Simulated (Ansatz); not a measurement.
# Structural relaxation of glassy Ca3Al2Si3O12 (160 atoms), part 3 of 3

How does glassy Ca3Al2Si3O12 (160 atoms) relax, and what do bonds, charges and levels look like afterwards?

Ansatz 0.2.0; Kohn-Sham DFT, PBE, PAW (set soft_2), plane waves.

The cell: 16 Al, 24 Ca, 96 O and 24 Si. The quench rate of 20 K/ps is many orders above laboratory rates. The starting topology of bonds comes from the classical model. Sampling is at Γ alone, for a cell whose shortest periodic width is 13 Å.

So far, density (g/cm³): step 4 (structure statistics after relaxation) 2.82.

**5. Single point at the relaxed geometry**

One more single point at the end of the walk gives the fuller output and checks the residual forces.

Contents of input.yaml:

```yaml
crystal:
  lattice:
    - [12.93268, 0.12099, -0.0154]
    - [0.12099, 12.86023, -0.07487]
    - [-0.0154, -0.07487, 12.76396]
  atoms:
    - { symbol: Al, position: [0.41468, 0.00515, 0.19792] }
    - { symbol: Al, position: [0.0366, 0.67448, 0.50937] }
    - { symbol: Al, position: [0.34721, 0.5748, 0.15518] }
    - { symbol: Al, position: [0.70849, 0.47269, 0.3481] }
    - { symbol: Al, position: [0.54764, 0.43205, 0.52212] }
    - { symbol: Al, position: [0.97212, 0.87649, 0.73747] }
    - { symbol: Al, position: [0.47885, 0.21668, 0.45444] }
    - { symbol: Al, position: [0.79041, 0.35281, 0.12753] }
    - { symbol: Al, position: [0.08876, 0.94456, 0.91009] }
    - { symbol: Al, position: [0.90729, 0.76982, 0.9206] }
    - { symbol: Al, position: [0.82553, 0.92985, 0.51557] }
    - { symbol: Al, position: [0.03551, 0.50485, 0.85581] }
    - { symbol: Al, position: [0.88314, 0.65442, 0.69928] }
    - { symbol: Al, position: [0.29523, 0.04474, 0.47267] }
    - { symbol: Al, position: [0.52632, 0.64744, 0.42245] }
    - { symbol: Al, position: [0.17425, 0.30971, 0.82774] }
    - { symbol: Ca, position: [0.26537, 0.77818, 0.32461] }
    - { symbol: Ca, position: [0.52511, 0.9155, 0.98387] }
    - { symbol: Ca, position: [0.83381, 0.20541, 0.48022] }
    - { symbol: Ca, position: [0.14162, 0.52022, 0.64671] }
    - { symbol: Ca, position: [0.31116, 0.28387, 0.25742] }
    - { symbol: Ca, position: [0.52247, 0.67357, 0.93682] }
    - { symbol: Ca, position: [0.7141, 0.81986, 0.18404] }
    - { symbol: Ca, position: [0.64635, 0.47578, 0.86279] }
    - { symbol: Ca, position: [0.5301, 0.42813, 0.22938] }
    - { symbol: Ca, position: [0.23015, 0.01184, 0.06786] }
    - { symbol: Ca, position: [0.00303, 0.43582, 0.08727] }
    - { symbol: Ca, position: [0.76995, 0.68983, 0.47708] }
    - { symbol: Ca, position: [0.2229, 0.26628, 0.50124] }
    - { symbol: Ca, position: [0.39516, 0.3838, 0.71403] }
    - { symbol: Ca, position: [0.00489, 0.22928, 0.27514] }
    - { symbol: Ca, position: [0.72531, 0.89183, 0.71618] }
    [... 122 atom lines left out ...]
    - { symbol: Si, position: [0.80452, 0.97269, 0.04592] }
    - { symbol: Si, position: [0.39668, 0.84684, 0.54407] }
    - { symbol: Si, position: [0.57643, 0.16571, 0.24712] }
    - { symbol: Si, position: [0.58448, 0.2736, 0.02847] }
    - { symbol: Si, position: [0.88261, 0.32371, 0.82222] }
    - { symbol: Si, position: [0.88079, 0.07682, 0.8468] }
kpoints:
  mp_grid: { grid: [1, 1, 1] }
hamiltonian:
  xc: pbe
scf:
  occupations: { method: fermi_dirac, width: 0.025 }
output:
  forces: true
  stress: true
  populations: intrinsic
  dos:
    method: { smearing: { sigma: 0.15 } }
    de: 0.1
    projected: { site_lists: { Al: [Al], Ca: [Ca], O: [O], Si: [Si] } }
  eigenvalues: true
  write_density: true
  write_potential: true
  volumetric_format: npy
  elf: true
```

Started as:

```
$ ansatz run input.yaml --threads 4 --pin off --max-ram 8192MiB --backend cpu --events-out ev --progress --plain --runs-dir out
```

Numbers of over 12 decimals in the logs are rounded to 6 here.

Output:

```text
[...]
Crystal: 160 atoms, lattice volume = 2122.604 Å³
Basis set: ecut = 420 eV, 41523 PW (Γ), exchange–correlation on 180×180×180 points (8 copies of the dense FFT grid, shifted against one another)
Bands: 640, of which v1, the nominal top of the filled ones, is band 480 counted from 1 (479 counted from 0)
Symmetry: 1 space group operations
[...]
k-points: 1
[...]
SCF iter   1: F=—  HF=-122161.486104 eV  |F-HF|=—  |Δ(HF+E_count)|=         —  Δρ=1.94e-3  dr2=9.66e-2  ethr=1.77e-3  ⟨swp⟩=6.0  Hψ=2745  notcnv=0  defer=151
[...]
SCF iter   9: F=-122161.500560 eV  HF=-122161.500560 eV  |F-HF|=3.90e-8  |Δ(HF+E_count)|=   3.57e-7  Δρ=1.50e-6  dr2=5.66e-8  ethr=1.04e-11  ⟨swp⟩=19.0  Hψ=5773  notcnv=0
SCF 1 converged in 9 iterations: F = -122161.500560 eV  dr2 = 5.66e-8
[...]
SCF converged after 9 iterations
Free energy (F): -122161.500560 eV
[...]
Internal energy: -122161.500560 eV  (E = F + TS)
E sigma→0 (E₀):  -122161.500560 eV
Fermi energy:    6.883257 eV
[...]
--- Forces (eV/Å), atoms counted from 1 ---
  atom   1  Al     0.00467764     0.00428474     0.00443140
  atom   2  Al    -0.00285597    -0.00184650     0.00101034
  atom   3  Al    -0.01973787     0.00204594    -0.00683594
  atom   4  Al    -0.00008514    -0.00124920     0.00301402
  atom   5  Al     0.00517951     0.00765492     0.00240275
  atom   6  Al    -0.01190186     0.00106350    -0.00274408
  atom   7  Al     0.00696484     0.00141768    -0.00167433
  atom   8  Al     0.00282628     0.00324614     0.00824962
  atom   9  Al    -0.00263878     0.00460093     0.00502941
  atom  10  Al     0.00437169    -0.00187637    -0.01158158
  atom  11  Al     0.00193367    -0.00018066     0.00215664
  atom  12  Al     0.00655266     0.00468395    -0.00440340
  atom  13  Al    -0.00418600     0.00134273    -0.00894119
  atom  14  Al    -0.00583909     0.00263455    -0.00802082
[...]
atom 159  Si    -0.01360838    -0.00051555    -0.01021824
  atom 160  Si     0.00298445     0.00166018    -0.01239681
  max |Σ_I F_I| component: 1.00e-4 eV/Å
--- Stress (GPa, compression-positive) ---
        0.000203       0.013990      -0.000142
        0.013988       0.001825       0.001474
       -0.000140       0.001471      -0.011870
  P = ⅓ Tr σ = -0.0033 GPa (-0.033 kbar)
--- Band table (eV) ---
[...]
--- intrinsic populations: 160 sites ---
  site symbol       q [e]
     0     Al      1.7976
     1     Al      1.7396
     2     Al      1.7901
[...]
159     Si      2.3722
  spilling = -0.000000 (of n_electrons = 960.000000)
```

Wall time 55 s (4 threads of Intel Xeon Platinum 8488C (Sapphire Rapids), shared host); peak memory 3.6 GiB; 3.3 min of CPU time.

Numbers from this run:

```yaml
free_energy: -122161.5006 eV
free_energy_per_atom: -763.5094 eV/atom
scf_cycles: 9
pressure: -0.00328 GPa
r_m_s_force_component: 0.00724 eV/Å
longest_force: 0.0349 eV/Å
fermi_energy: 6.883 eV
spacing_of_highest_filled_and_lowest_empty_level: 3.717 eV
```

Intrinsic-atomic-orbital charges by element and coordination:

```
element  coordination  atoms  mean charge (e)  spread   least    most
     Al           all     16             1.22  0.0437    1.14    1.32
     Al             4     13             1.23  0.0448    1.14    1.32
     Al             5      3             1.21  0.0333    1.16    1.24
     Ca           all     24             1.77  0.0197    1.73    1.82
     Ca             5     10             1.77  0.0221    1.73    1.82
     Ca             6      7             1.78  0.0172    1.76    1.81
     Ca             7      4             1.77   0.006    1.76    1.77
     Ca             8      3             1.76  0.0111    1.75    1.78
      O           all     96            -1.05   0.125   -1.34  -0.869
      O             2     12           -0.895   0.019  -0.940  -0.869
      O             3     54            -1.04  0.0961   -1.24  -0.873
      O             4     29            -1.14   0.129   -1.34  -0.963
      O             5      1            -1.04       0   -1.04   -1.04
     Si           all     24             1.62  0.0474    1.54    1.70
```

Density of states as counts of states in windows of 1 eV (from the Fermi level), total and the larger projections:

```
from (eV)  to (eV)  total    O p  Si p
      -14      -12    0.0    0.0   0.0
      -12      -11    0.8    0.5   0.1
      -11      -10   12.1    8.0   0.7
      -10       -9   15.5   10.6   1.1
       -9       -8   23.8   17.1   1.9
       -8       -7   41.9   31.6   4.4
       -7       -6   64.5   50.4   5.8
       -6       -5   89.0   75.1   4.2
       -5       -4  114.2  103.6   2.2
       -4       -3  126.9  119.2   1.4
       -3       -2   83.2   79.2   0.6
       -2       -1    4.2    4.0   0.0
       -1        1    0.0    0.0   0.0
        1        2    1.9    0.0   0.0
        2        3    2.7    0.2   0.1
        3        4   46.2    2.9   2.6
        4        5  100.0    5.2   6.5
```

Between -26 and -14 eV lie 336 more states.

About 48 of the 960 electrons lie in deeper levels, below the stored range.

The levels nearest the highest filled one (over half full), pooled over k-points and spins:

```
level less the highest filled one (eV)  occupation
                                -0.347           2
                                -0.298           2
                                -0.277           2
                                -0.164           2
                               -0.0379           2
                                     0           2
                                  3.72           0
                                  4.66           0
                                  4.96           0
                                  5.09           0
                                  5.10           0
                                  5.14           0
```

ELF in the bc plane at fractional x = 0.409, with atoms of Al and Ca and O and Si within 0.2 Å of it. It is the smooth field of the valence electrons, not physical close to the nuclei.

Ten even steps from '0' (0.00) to '9' (0.85), each cell a mean:
```
541389983000122111577861005899730013
000699995000012345321100028978972000
221279962000014788741000048978972001
898511100110014789862000036788730025
978961002310011256641000001233100148
868972001202798620110000000000000148
788751000006999971000000000000233224
233210000004899950000000000013677531
000000000011234200000000000014788741
000000000356420001000000011222577420
210012211378851001122100256752113433
730146641257631024787400589996138989
831379985122100048998511699897259869
720479986200000037987310479985138999
200257752100000013442100124431003565
000001100100000000000001110000121000
000000000000001233100146764114798630
011100000000015788620389888427978971
001100000000037999851498579537978970
000000000000037898741278887324788620
675300000000012454222213432101122135
889720000000000001379962000000000379
579720001000011114887896100000001489
997314310000022114997996101233200269
```
Columns run along b (12.9 Å), rows up along c (12.8 Å). Atoms in or near the plane, at fractional coordinates: Al at (0.01, 0.20), Ca at (0.38, 0.71), O at (0.79, 0.91), O at (0.88, 0.24), O at (0.02, 0.06), O at (0.04, 0.78), O at (0.95, 0.47), O at (0.57, 0.04), O at (0.68, 0.23), Si at (0.45, 0.98), Si at (0.85, 0.54).

Valence density in the bc plane at fractional x = 0.409, with atoms of Al and Ca and O and Si within 0.2 Å of it. It is the smooth field of the valence electrons, not physical close to the nuclei.

Values in e/Å³, 13 rows by 16 columns, each cell a mean:
```
0.1 0.7 3.9 1.3 0.0 0.1 0.2 0.3 0.4 0.3 0.1 0.2 2.1 1.2 0.1 0.1
0.2 0.4 1.5 0.5 0.0 0.0 0.3 0.8 0.2 0.0 0.0 0.3 2.8 1.6 0.1 0.1
3.9 1.9 0.1 0.0 0.1 0.2 0.5 0.3 0.1 0.0 0.0 0.0 0.1 0.1 0.0 0.4
1.2 0.6 0.0 0.0 0.1 2.1 4.2 0.5 0.0 0.0 0.0 0.0 0.0 0.1 0.2 0.3
0.0 0.0 0.0 0.0 0.0 0.5 1.0 0.1 0.0 0.0 0.0 0.0 0.1 0.4 0.7 0.1
0.0 0.0 0.0 0.1 0.2 0.3 0.1 0.1 0.1 0.0 0.0 0.1 0.3 0.3 0.4 0.2
0.3 0.1 0.6 0.4 0.2 0.2 0.1 0.4 1.4 0.3 0.1 1.7 2.4 0.4 1.5 3.3
0.2 0.1 0.8 0.5 0.1 0.0 0.1 0.3 0.8 0.2 0.1 0.6 0.7 0.1 0.7 1.6
0.0 0.0 0.1 0.1 0.1 0.0 0.0 0.1 0.0 0.0 0.1 0.1 0.1 0.2 0.2 0.1
0.1 0.1 0.0 0.0 0.1 0.1 0.3 0.7 0.2 0.2 2.5 2.3 0.3 2.3 3.5 0.3
0.1 0.1 0.0 0.0 0.0 0.0 0.4 1.2 0.3 0.2 1.7 1.5 0.2 0.8 1.2 0.2
2.4 0.4 0.0 0.0 0.0 0.0 0.1 0.2 0.5 0.7 0.2 0.1 0.0 0.0 0.1 0.7
3.6 0.5 0.2 0.1 0.0 0.1 0.2 0.3 2.3 3.8 0.3 0.0 0.1 0.0 0.1 1.0
```
Columns run along b (12.9 Å), rows up along c (12.8 Å). Atoms in or near the plane, at fractional coordinates: Al at (0.01, 0.20), Ca at (0.38, 0.71), O at (0.79, 0.91), O at (0.88, 0.24), O at (0.02, 0.06), O at (0.04, 0.78), O at (0.95, 0.47), O at (0.57, 0.04), O at (0.68, 0.23), Si at (0.45, 0.98), Si at (0.85, 0.54).

Mean intrinsic-atomic-orbital charges: Al +1.22, Ca +1.77, O -1.05, Si +1.62 e.

The surroundings of O135, which has 2 bonded neighbours where the commonest count for O is 3, nearest first, numbered as they follow in the input and with coordinates relative to it.

```
 atom      x      y      z  distance (Å)  bonds  intrinsic-atomic-orbital charge (e)
 O135   0.00   0.00   0.00          0.00      2                                -0.91
Si155  -0.52  -0.58  -1.46          1.65      4                                 1.61
Si146  -0.69   0.48   1.43          1.65      4                                 1.62
  O89   0.25   0.54  -2.39          2.47      3                                -0.94
 O113  -1.43  -0.86   1.99          2.60      3                                -1.16
 O133  -2.12  -0.74  -1.36          2.63      3                                -1.15
 O126   0.46   1.27   2.27          2.65      3                                -1.20
 O136   0.01  -2.08  -1.87          2.80      3                                -0.95
  O51  -1.84   1.70   1.26          2.81      2                                -0.88
  O77   1.97  -1.99   0.90          2.95      2                                -0.87
```

The column of bonds counts only the pairs O-Ca within 3.02 Å, O-Si within 2.12 Å, O-Al within 2.43 Å; other neighbours, such as metal atoms beside each other in a compound, aren't counted, and periodic images can show an atom twice.

**6. Summary of results**

* energy change in the relaxation: -85.03 meV/atom
* r.m.s. displacement: 0.225 Å
* largest displacement: 0.482 Å
* free energy per atom: -763.5094 eV/atom
* pressure: -0.00328 GPa
* r.m.s. force component: 0.00724 eV/Å
* gap (highest filled to lowest empty level): 3.717 eV
* wall time of the 3 DFT runs: 9.4 min

In words: Relaxation lowers the energy by 85.0 meV/atom and moves atoms by 0.23 Å r.m.s.; the r.m.s. force component goes from 1.3 to 0.0072 eV/Å, the pressure goes from 4.8 to -0.0033 GPa, and the gap from 3.06 to 3.72 eV. Displacements are taken in the final cell, so they leave out its strain. By the final cutoffs 9 of 313 bonded pairs parted and 3 joined. The cell grew by 0.9 % in volume. First to last step the energy falls by 13.605 eV, across changes of basis; the largest move, 0.48 Å, is that of O71, with 2 other atoms within 2 % of it. The O-Ca bonds change most in mean length: from 2.512 Å (spread 0.184) to 2.456 Å (spread 0.187), and their number from 150 to 144. With the cutoffs above, 81 % of Al atoms have 4, 42 % of Ca atoms have 5, 56 % of O atoms have 3 and all Si atoms have 4 bonded neighbours. 62 % of the oxygens bridge two formers (Si and Al) and 34 % are non-bridging; 4 % join three. The highest filled and lowest empty levels differ by 3.72 eV (at Γ alone); a semilocal functional tends to put such gaps too low. In a disordered cell it changes from sample to sample, and tail or defect levels can set it.

**Limits.** The network of bonds at the start is that of the classical potential that made the cell; in DFT 9 of its 313 bonded pairs passed out of the cutoffs and 3 came within them.

Calculation beside experiment:

```
             quantity  measured  this cell  difference  method of the measurement
nearest Ca–O distance     2.4 Å     2.38 Å      -0.8 %          X-ray diffraction
```

The cell differs from the measured distances by up to 0.8 %. Distances of this cell are positions of the first main peak of g(r), or bond means where the peak is narrow; means over all bonds within a cutoff lie farther out for broad shells. The network comes from the model that made the cell; in DFT 9 of its 313 bonded pairs passed out of the cutoffs and 3 came within them.

[Logs are printed without paths, hosts, clocks, repeated set-up lines and the standing remarks that a program may print on its own settings, such as how far it seeks lower states.]

[Hosts, paths, dates, database ids (printed as entryN), source tags and the programs' standing remarks are cut or masked in the printed files.]
